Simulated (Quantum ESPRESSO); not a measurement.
```
! title: E(M) of CoO
! method: PBEsol with U = 2.1 eV on Co d (ortho-atomic projectors); plane waves with GBRV 1.5 PBEsol potentials, no spin-orbit coupling (and 1 further level or step)
! program: Quantum ESPRESSO 7.5
! settings of one run: GBRV 1.5 PBEsol, potential files O: o_pbesol_v1.2.uspp.F.UPF, Co: co_pbesol_v1.2.uspp.F.UPF, cutoff 544.23 eV, 8×8×8 k-mesh, 20 bands, fermi-dirac occupations, smearing width 0.05 eV, collinear spin, SCF threshold 4.00e-9, Hubbard form dudarev, Hubbard projectors ortho-atomic, starting moments 3 0 μB
! cost: 9 runs, 79 s in all on 2 MPI ranks of Arm Neoverse V1, shared host (the runs of this entry)
! notes: The run is spin-polarised, with a total moment of 3.00 μB a cell (absolute 3.02). The cell holds one seeded atom, so opposed orders, which may lie lower, cannot form in it. The smearing term is large for its width, so states at the Fermi level are partly filled: at this level the cell is a metal or has a gap of a few widths at most. Degenerate orbitals of a corrected shell are partly filled. Whether a state of lower symmetry lies under this one was not tested; under a U it often does.
! moment of the free run: 3.00 μB a cell
! energy at zero total moment: 653 meV a cell over the lowest
CELL_PARAMETERS angstrom
0.00000 2.13150 2.13150
2.13150 0.00000 2.13150
2.13150 2.13150 0.00000
ATOMIC_POSITIONS crystal
Co 0.00000 0.00000 0.00000
O 0.50000 0.50000 0.50000
```

[Logs and program files are shortened in this print: banners, set-up blocks, solver, clock and traceback lines can be left out without a mark of their own.]

[Logs are printed without paths, hosts, clocks, repeated set-up lines and the standing remarks that a program may print on its own settings, such as how far it seeks lower states.]

[Hosts, paths, dates, database ids (printed as entryN), source tags and the programs' standing remarks are cut or masked in the printed files.]

[Where a cell is said to come from a database of computed structures, the database is the Materials Project.]
